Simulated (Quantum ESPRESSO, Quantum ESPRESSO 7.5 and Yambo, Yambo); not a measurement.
# Quasiparticle gap of PtS2 (1T monolayer) in Yambo

How does a plane-wave GW calculation on PtS2 (1T monolayer) run from the first input to the gap?

Calculated with Quantum ESPRESSO 7.5 and Yambo 5.3.0; PBE and many-body steps on it, plane waves.

**1. Set-up**

The cell holds 3 atoms: 1 Pt and 2 S. Its edges and angles: a = 3.574 Å, b = 3.574 Å, c = 15.000 Å, α = 90.0°, β = 90.0°, γ = 120.0°. Vacuum lies along c.

The structure was relaxed with PBE. The runs that relaxed it are not among those shown. Spin-orbit coupling is left out unless a step names it.

**2. Ground state**

This step: Quantum ESPRESSO 7.5; DFT, PBE, plane waves, norm-conserving pseudopotentials.

The ground-state density comes first.

Input file pw.in:

```
&control
  calculation = 'scf'
  prefix = 'x'
  outdir = 'o'
  pseudo_dir = 'pseudo'
/
&system
  ibrav = 0
  nat = 3
  ntyp = 2
  ecutwfc = 76.0
  nbnd = 20
  force_symmorphic = .true.
/
&electrons
  conv_thr = 1e-10
  electron_maxstep = 80
  mixing_beta = 0.5
/
ATOMIC_SPECIES
  Pt 195.08 Pt.upf
  S 32.06 S.upf
CELL_PARAMETERS angstrom
  3.5735303220 0.0000000000 0.0000000000
  -1.7867651610 3.0947680400 0.0000000000
  0.0000000000 0.0000000000 15.0000000000
ATOMIC_POSITIONS crystal
  Pt 0.0000000000 0.0000000000 0.5000000000
  S 0.3333333333 0.6666666667 0.5818569338
  S 0.6666666667 0.3333333333 0.4181430662
K_POINTS automatic
  12 12 1 0 0 0
```

The run is started by

```console
$ OMP_NUM_THREADS=1 mpirun -n 4 pw.x -nk 4 -in pw.in > pw.out
```

Output:

```text
Program PWSCF v.7.5 starts

     This program is part of the open-source Quantum ESPRESSO suite
     for quantum simulation of materials; please cite
         "P. Giannozzi et al., J. Phys.:Condens. Matter 21 395502 (2009);
         "P. Giannozzi et al., J. Phys.:Condens. Matter 29 465901 (2017);
         "P. Giannozzi et al., J. Chem. Phys. 152 154105 (2020);
     in publications or presentations arising from this work. More details at
     Message from routine setup:
     using ibrav=0 with symmetry is DISCOURAGED, use correct ibrav instead

     G-vector sticks info

     bravais-lattice index     =            0
     lattice parameter (alat)  =       6.7530  a.u.
     unit-cell volume          =    1119.4725 (a.u.)^3
     number of atoms/cell      =            3
     number of atomic types    =            2
     number of electrons       =        30.00
     number of Kohn-Sham states=           20
     kinetic-energy cutoff     =      76.0000  Ry
     charge density cutoff     =     304.0000  Ry
     scf convergence threshold =      1.0E-10
     mixing beta               =       0.5000
     number of iterations used =            8  plain     mixing
     Exchange-correlation= PBE
                           (   1   4   3   4   0   0   0)

     celldm(1)=   6.752994  celldm(2)=   0.000000  celldm(3)=   0.000000
     celldm(4)=   0.000000  celldm(5)=   0.000000  celldm(6)=   0.000000

     crystal axes: (cart. coord. in units of alat)
               a(1) = (   1.000000   0.000000   0.000000 )
               a(2) = (  -0.500000   0.866025   0.000000 )
               a(3) = (   0.000000   0.000000   4.197530 )

     reciprocal axes: (cart. coord. in units 2 pi/alat)
               b(1) = (  1.000000  0.577350 -0.000000 )
               b(2) = (  0.000000  1.154701  0.000000 )
               b(3) = (  0.000000 -0.000000  0.238235 )
     Pseudo is Norm-conserving + core correction, Zval = 18.0
     Generated using ONCVPSP code by D. R. Hamann
     Using radial grid of 1374 points,  8 beta functions with:
     Pseudo is Norm-conserving + core correction, Zval =  6.0
     Generated using ONCVPSP code by D. R. Hamann
     Using radial grid of 1146 points,  6 beta functions with:
     Pt               18.00   195.08000     Pt( 1.00)
     S                 6.00    32.06000     S ( 1.00)

     12 Sym. Ops., with inversion, found

   Cartesian axes

     site n.     atom                  positions (alat units)
         1        Pt     tau(   1) = (   0.0000000   0.0000000   2.0987649  )
         2        S      tau(   2) = (  -0.0000000   0.5773503   2.4423618  )
         3        S      tau(   3) = (   0.5000000   0.2886751   1.7551680  )

     number of k points=    19
                       cart. coord. in units 2pi/alat
        k(    1) = (   0.0000000   0.0000000   0.0000000), wk =   0.0138889
        k(    2) = (   0.0000000   0.0962250   0.0000000), wk =   0.0833333
        k(    3) = (   0.0000000   0.1924501   0.0000000), wk =   0.0833333
        k(    4) = (   0.0000000   0.2886751   0.0000000), wk =   0.0833333
        k(    5) = (   0.0000000   0.3849002   0.0000000), wk =   0.0833333
        k(    6) = (   0.0000000   0.4811252   0.0000000), wk =   0.0833333
        k(    7) = (   0.0000000  -0.5773503   0.0000000), wk =   0.0416667
        k(    8) = (   0.0833333   0.1443376   0.0000000), wk =   0.0833333
        k(    9) = (   0.0833333   0.2405626   0.0000000), wk =   0.1666667
        k(   10) = (   0.0833333   0.3367877   0.0000000), wk =   0.1666667
     [... 7 further rows ...]
        k(   18) = (   0.2500000   0.5292377   0.0000000), wk =   0.1666667
        k(   19) = (   0.3333333   0.5773503   0.0000000), wk =   0.0277778

     Dense  grid:   100255 G-vectors     FFT dimensions: (  40,  40, 160)

     Initial potential from superposition of free atoms

     starting charge      29.9998, renormalised to      30.0000
     Starting wfcs are   18 randomized atomic wfcs +    2 random wfcs

     per-process dynamical memory:    81.2 Mb

     Self-consistent Calculation

     iteration #  1     ecut=    76.00 Ry     beta= 0.50

     total energy              =    -305.18150082 Ry
     estimated scf accuracy    <       0.49950907 Ry

     iteration #  2     ecut=    76.00 Ry     beta= 0.50

     total energy              =    -305.29409075 Ry
     estimated scf accuracy    <       0.77672180 Ry

     iteration #  3     ecut=    76.00 Ry     beta= 0.50

     total energy              =    -305.41133571 Ry
     estimated scf accuracy    <       0.00572804 Ry

     iteration #  4     ecut=    76.00 Ry     beta= 0.50

     total energy              =    -305.41226885 Ry
     estimated scf accuracy    <       0.00168952 Ry

     iteration #  5     ecut=    76.00 Ry     beta= 0.50

     total energy              =    -305.41252304 Ry
     estimated scf accuracy    <       0.00001037 Ry

     iteration #  6     ecut=    76.00 Ry     beta= 0.50

     total energy              =    -305.41253196 Ry
     estimated scf accuracy    <       0.00000057 Ry

     iteration #  7     ecut=    76.00 Ry     beta= 0.50

     total energy              =    -305.41253215 Ry
     estimated scf accuracy    <       0.00000008 Ry

     iteration #  8     ecut=    76.00 Ry     beta= 0.50

     total energy              =    -305.41253217 Ry
     estimated scf accuracy    <       0.00000002 Ry

     iteration #  9     ecut=    76.00 Ry     beta= 0.50

     total energy              =    -305.41253217 Ry
     estimated scf accuracy    <          8.8E-10 Ry

     iteration # 10     ecut=    76.00 Ry     beta= 0.50

     total energy              =    -305.41253217 Ry
     estimated scf accuracy    <          1.3E-10 Ry

     iteration # 11     ecut=    76.00 Ry     beta= 0.50

     End of self-consistent calculation

          k = 0.0000 0.0000 0.0000 ( 12619 PWs)   bands (ev):

   -99.5270 -53.6730 -53.6730 -53.5680 -14.8772 -12.6541  -6.4167  -6.4167
    -6.0352  -3.7253  -3.7253  -1.6633  -1.5514  -1.1800  -1.1800   2.3042
     2.3042   4.4767   4.9648   5.4783

          k = 0.0000 0.0962 0.0000 ( 12571 PWs)   bands (ev):

   -99.5270 -53.6743 -53.6733 -53.5678 -14.7917 -12.6754  -6.4046  -6.3626
    -5.9577  -3.8585  -3.7978  -2.0739  -1.4183  -1.1376  -0.9849   1.8855
     2.1884   4.6782   5.1941   5.7633

          k = 0.0000 0.1925 0.0000 ( 12560 PWs)   bands (ev):

   -99.5269 -53.6779 -53.6743 -53.5673 -14.5457 -12.7340  -6.3531  -6.2172
    -5.7404  -4.2973  -3.9446  -2.6018  -1.1482  -1.1168  -0.9172   1.1476
     1.9722   5.1528   5.5708   5.9812

          k = 0.0000 0.2887 0.0000 ( 12528 PWs)   bands (ev):

     [... further k-points ...]

     highest occupied, lowest unoccupied level (ev):    -0.8916    0.8753

!    total energy              =    -305.41253217 Ry
     estimated scf accuracy    <          1.1E-11 Ry

     The total energy is the sum of the following terms:
     one-electron contribution =    -938.54024041 Ry
     hartree contribution      =     468.67556157 Ry
     xc contribution           =     -60.14721996 Ry
     ewald contribution        =     224.59936663 Ry

     convergence has been achieved in  11 iterations

     XML data file, charge density, pseudopotentials, collected wavefunctions

=------------------------------------------------------------------------------=
   JOB DONE.
=------------------------------------------------------------------------------=
```

The job ended after 28 s (4 MPI ranks of Arm Neoverse V1, shared host; peak memory 0.55 GiB).

This step gave:

| Quantity | Value |
| --- | --- |
| total energy | -4155.3492 eV |
| gap | 1.767 eV |
| k of the valence top | 0.1667, 0.1667, 0 |
| k of the conduction bottom | 0, 0.25, 0 |
| least direct gap | 1.907 eV |

The gap is indirect, with the least direct gap 0.14 eV higher.

**3. Empty states on the mesh, 6×6×1 mesh, 92 bands**

The sums over transitions need many empty states on a uniform mesh; this step solves for them.

pw.in, as its differences from that of step 2:

```diff
@@ -1,3 +1,3 @@
 &control
-  calculation = 'scf'
+  calculation = 'nscf'
   prefix = 'x'
@@ -11,3 +11,3 @@
   ecutwfc = 76.0
-  nbnd = 20
+  nbnd = 92
   force_symmorphic = .true.
@@ -15,5 +15,6 @@
 &electrons
-  conv_thr = 1e-10
+  conv_thr = 1e-9
   electron_maxstep = 80
-  mixing_beta = 0.5
+  diago_full_acc = .true.
+  diago_thr_init = 5e-6
 /
@@ -31,2 +32,2 @@
 K_POINTS automatic
-  12 12 1 0 0 0
+  6 6 1 0 0 0
```

Output:

```text
[banner, memory and clock lines left out]
Program PWSCF v.7.5 starts

     Atomic positions and unit cell read from directory:
     o/x.save/

     Message from routine setup:
     using ibrav=0 with symmetry is DISCOURAGED, use correct ibrav instead

     G-vector sticks info

     bravais-lattice index     =            0
     lattice parameter (alat)  =       6.7530  a.u.
     unit-cell volume          =    1119.4725 (a.u.)^3
     number of atoms/cell      =            3
     number of atomic types    =            2
     number of electrons       =        30.00
     number of Kohn-Sham states=           92
     kinetic-energy cutoff     =      76.0000  Ry
     charge density cutoff     =     304.0000  Ry
     Exchange-correlation= PBE
                           (   1   4   3   4   0   0   0)

     celldm(1)=   6.752994  celldm(2)=   0.000000  celldm(3)=   0.000000
     celldm(4)=   0.000000  celldm(5)=   0.000000  celldm(6)=   0.000000

     crystal axes: (cart. coord. in units of alat)
               a(1) = (   1.000000   0.000000   0.000000 )
               a(2) = (  -0.500000   0.866025   0.000000 )
               a(3) = (   0.000000   0.000000   4.197530 )

     reciprocal axes: (cart. coord. in units 2 pi/alat)
               b(1) = (  1.000000  0.577350 -0.000000 )
               b(2) = (  0.000000  1.154701  0.000000 )
               b(3) = (  0.000000 -0.000000  0.238235 )
     Pseudo is Norm-conserving + core correction, Zval = 18.0
     Generated using ONCVPSP code by D. R. Hamann
     Using radial grid of 1374 points,  8 beta functions with:
     Pseudo is Norm-conserving + core correction, Zval =  6.0
     Generated using ONCVPSP code by D. R. Hamann
     Using radial grid of 1146 points,  6 beta functions with:
     Pt               18.00   195.08000     Pt( 1.00)
     S                 6.00    32.06000     S ( 1.00)

     12 Sym. Ops., with inversion, found

   Cartesian axes

     site n.     atom                  positions (alat units)
         1        Pt     tau(   1) = (   0.0000000   0.0000000   2.0987649  )
         2        S      tau(   2) = (  -0.0000000   0.5773503   2.4423618  )
         3        S      tau(   3) = (   0.5000000   0.2886751   1.7551680  )

     number of k points=     7
                       cart. coord. in units 2pi/alat
        k(    1) = (   0.0000000   0.0000000   0.0000000), wk =   0.0555556
        k(    2) = (   0.0000000   0.1924501   0.0000000), wk =   0.3333333
        k(    3) = (   0.0000000   0.3849002   0.0000000), wk =   0.3333333
        k(    4) = (   0.0000000  -0.5773503   0.0000000), wk =   0.1666667
        k(    5) = (   0.1666667   0.2886751   0.0000000), wk =   0.3333333
        k(    6) = (   0.1666667   0.4811252   0.0000000), wk =   0.6666667
        k(    7) = (   0.3333333   0.5773503   0.0000000), wk =   0.1111111

     Dense  grid:   100255 G-vectors     FFT dimensions: (  40,  40, 160)

     The potential is recalculated from file :
     o/x.save/charge-density

     Starting wfcs are   18 randomized atomic wfcs +   74 random wfcs

     Band Structure Calculation

     End of band structure calculation

          k = 0.0000 0.0000 0.0000 ( 12619 PWs)   bands (ev):

   -99.5269 -53.6730 -53.6730 -53.5679 -14.8772 -12.6541  -6.4166  -6.4166
    -6.0351  -3.7253  -3.7253  -1.6633  -1.5514  -1.1800  -1.1800   2.3042
     2.3042   4.4767   4.9648   5.4783   5.8051   7.4457   7.8606   7.8606
[...]
31.9125  31.9125  32.4681  32.8370

          k = 0.0000 0.1925 0.0000 ( 12560 PWs)   bands (ev):

[...]
32.9307  32.9595  33.1729  33.2718

          k = 0.0000 0.3849 0.0000 ( 12540 PWs)   bands (ev):

[...]
29.2747  29.2888  29.5043  29.5061  30.0552  30.8745  31.0773  31.2221
    31.4941  31.9095  32.1594  32.4025  32.5825  32.9871  33.2269  33.6141
    34.0010  34.0715  34.3192  34.7383

          k = 0.0000-0.5774 0.0000 ( 12518 PWs)   bands (ev):

     [... further k-points ...]

     highest occupied, lowest unoccupied level (ev):    -0.8916    1.1476

     XML data file, pseudopotentials, collected wavefunctions
```

Elapsed: 27 s, on 4 MPI ranks; peak memory 0.71 GiB; 1.8 min of CPU time.

Numbers from this step:

```
gap                                                           : 2.039 eV
k of the valence top                                          : 0.1667, 0.1667, 0
k of the conduction bottom                                    : 0, 0.1667, 0
least direct gap                                              : 2.065 eV
k points computed                                             : 7
lowest point of the top converged band, above the valence top : 33.73 eV
```

On this mesh the gap is 2.039 eV. The earlier step found 1.767 eV, so this mesh misses an edge.

**4. Conversion and set-up**

This step: Yambo 5.3.0; conversion and set-up on PBE, plane waves, norm-conserving pseudopotentials.

The states are converted to the many-body program's format and the q mesh is built.

The run is started by

```console
$ (cd o/x.save; p2y > p2y.log; mv SAVE ../..); yambo > setup.log
```

Output:

```text
 Yambo, version 5.3.0

 [02] CORE Variables Setup
 =========================

  [02.01] Unit cells
  ==================

  Cell kind             :  HCP
  Atoms in the cell     :  Pt  S
  number of Pt atoms    :  1
  number of S  atoms    :  2

  List of atomic masses
  Mass of Pt    :  195.0800
  Mass of S     :  32.06000

  List of atomic coordinates    : [cc]
  Pt1       :   0.00000   0.00000  14.17295  order 1
  S1       : -0.33765E-09   3.8988       16.493      order 2
  S2       :   3.37650   1.94942  11.85264  order 3

  Alat factors          :   6.75299   5.84826  28.34589 [a.u.]
  Direct lattice volume :   1119.47    [a.u.]
  Direct lattice vectors:  A[ 1 ]  A[ 2 ]  A[ 3 ]
   A[ 1 ]:  1.000000  0.000000  0.000000  [iru]
   6.752994  0.000000  0.000000  [cc]
   A[ 2 ]: -0.500000  1.000000  0.000000  [iru]
  -3.376497  5.848264  0.000000  [cc]
   A[ 3 ]:  0.000000  0.000000  1.000000  [iru]
    0.00000   0.00000  28.34589  [cc]

  Recip. lattice volume :  0.221578 [a.u.]
  Recip. lattice vectors:  B[ 1 ]  B[ 2 ]  B[ 3 ]
   B[ 1 ]:  1.000000  0.500000  0.000000  [iku]
   0.930430  0.537184 -0.000000  [cc]
   B[ 2 ]:  0.000000  1.000000  0.000000  [iku]
   0.000000  1.074368  0.000000  [cc]
   B[ 3 ]:  0.000000  0.000000  1.000000  [iku]
   0.000000 -0.000000  0.221661  [cc]

  [02.02] Symmetries
  ==================

  Inversion symmetry    : yes
  Spatial inversion     : yes
  Inversion index       :   7
  K-space Time-reversal : no
  Magnetic symmetries   : no
  Group table correct   : yes
  Symmetries units      :  [cc]

   [S  1]:   1.0000       0.0000       0.0000      0.46599E-16   1.0000       0.0000       0.0000       0.0000       1.0000
   [S  2]:   1.0000       0.0000       0.0000     -0.10527E-15  -1.0000       0.0000       0.0000       0.0000      -1.0000
   [S  3]: -0.500000  0.866025  0.000000 -0.866025 -0.500000  0.000000  0.000000  0.000000  1.000000
[...]
[S 11]:  0.500000  0.866025  0.000000  0.866025 -0.500000  0.000000  0.000000  0.000000  1.000000
   [S 12]:  0.500000 -0.866025  0.000000 -0.866025 -0.500000  0.000000  0.000000  0.000000  1.000000

  [02.03] Reciprocal space
  ========================

  nG shells         :   4653
  nG charge         :  100255
  nG WFs            :  15311
  nC WFs            :  12619
  G-vecs. in first 80 shells:  [ Number ]
     1    3    5    7    9   15   27   29   41
    53   55   67   79   81   93   95  101  113
   125  137  149  151  163  175  181  193  205
[...]
787   811   823   835   837   849   861   885
  ...
  Shell energy in first 80 shells:  [ mHa ]
[...]
4703.99      4728.93      4765.22      4815.10      4924.34      5194.20      5218.76      5243.71      5269.03
    5281.12      5292.46      5392.24      5415.30      5527.54      5587.27      5612.21      5808.37      5846.16
[...]
K/Q-points units:
  rlu = crystal or reduced units; cc = cartesian coordinates; iku = interal k-units

  K [1]          [rlu]:  0.000000  0.000000  0.000000
         WF components:  12619
  K [2]          [rlu]:  0.000000  0.166667  0.000000
         WF components:  12560
  K [3]          [rlu]:  0.000000  0.333333  0.000000
         WF components:  12540
  K [4]          [rlu]:  0.000000 -0.500000  0.000000
         WF components:  12518
  K [5]          [rlu]:  0.166667  0.166667  0.000000
         WF components:  12521
  K [6]          [rlu]:  0.166667  0.333333  0.000000
         WF components:  12506
  K [7]          [rlu]:  0.333333  0.333333  0.000000
         WF components:  12492

  [02.05] Energies & Occupations
  ==============================

  [X] === General ===
  [X] Electronic Temperature                        :  0.000000  0.000000 [eV K]
  [X] Bosonic    Temperature                        :  0.000000  0.000000 [eV K]
  [X] Finite Temperature mode                       : no
  [X] El. density                                   :  0.18084E+24 [cm-3]
  [X] Fermi Level                                   : -0.891555 [eV]

  [X] === Gaps and Widths ===
  [X] Conduction Band Min                           :  2.039191 [eV]
  [X] Valence Band Max                              :  0.000000 [eV]
  [X] Filled Bands                                  :  15
  [X] Empty Bands                                   :   16   92
  [X] Direct Gap                                    :  2.064824 [eV]
  [X] Direct Gap localized at k                     :  2
  [X] Indirect Gap                                  :  2.039191 [eV]
  [X] Indirect Gap between kpts                     :   5   2
  [X] Last valence band width                       :  1.366429 [eV]
  [X] 1st conduction band width                     :  1.156562 [eV]

  E @ K [1]:  [eV]
  -98.63536 -52.78141 -52.78141 -52.67635 -13.98565 -11.76251  -5.52509  -5.52509
[...]
occ @ K [1]
[...]
E @ K [2]:  [eV]
[...]
occ @ K [2]
[...]
E @ K [3]:  [eV]
[...]
occ @ K [3]
[...]
E @ K [4]:  [eV]
[...]
occ @ K [4]
[...]
E @ K [5]:  [eV]
[...]
occ @ K [5]
[...]
E @ K [6]:  [eV]
[...]
occ @ K [6]
[...]
E @ K [7]:  [eV]
[...]
occ @ K [7]
[...]
0.000000  0.000000  0.000000  0.000000  0.000000  0.000000  0.000000  0.000000
   0.000000  0.000000  0.000000  0.000000  0.000000  0.000000  0.000000  0.000000

 [03] Transferred momenta grid and indexing
 ==========================================

 IBZ Q-points                                      :   7
 BZ  Q-points                                      :   36

 K/Q-points units:
 rlu = crystal or reduced units; cc = cartesian coordinates; iku = interal k-units

 Q [1]          [rlu]:  0.000000  0.000000  0.000000
 Q [2]          [rlu]:  0.89679E-17  0.16667       0.0000
 Q [3]          [rlu]:  0.17936E-16  0.33333       0.0000
 Q [4]          [rlu]: -0.26904E-16 -0.50000       0.0000
 Q [5]          [rlu]:  0.166667  0.166667  0.000000
 Q [6]          [rlu]:  0.166667  0.333333  0.000000
 Q [7]          [rlu]:  0.333333  0.333333  0.000000

  [03.01] X indexes
  =================

   [03.01.01] Sigma indexes
   ========================

 [06] Game Over & Game summary
```

It took 3.1 s on 1 MPI rank; peak memory 0.25 GiB.

(Part 1 of 2 ends here.)

[Paths, hosts, dates, memory and timing lines, banners, echoed tables and standing remarks are left out of the program output.]

[Logs are printed without paths, hosts, clocks, repeated set-up lines and the standing remarks that a program may print on its own settings, such as how far it seeks lower states.]

[Runs of the session that timed out or met a known fault of the program may be left out.]

[Hosts, paths, dates, database ids (printed as entryN), source tags and the programs' standing remarks are cut or masked in the printed files.]
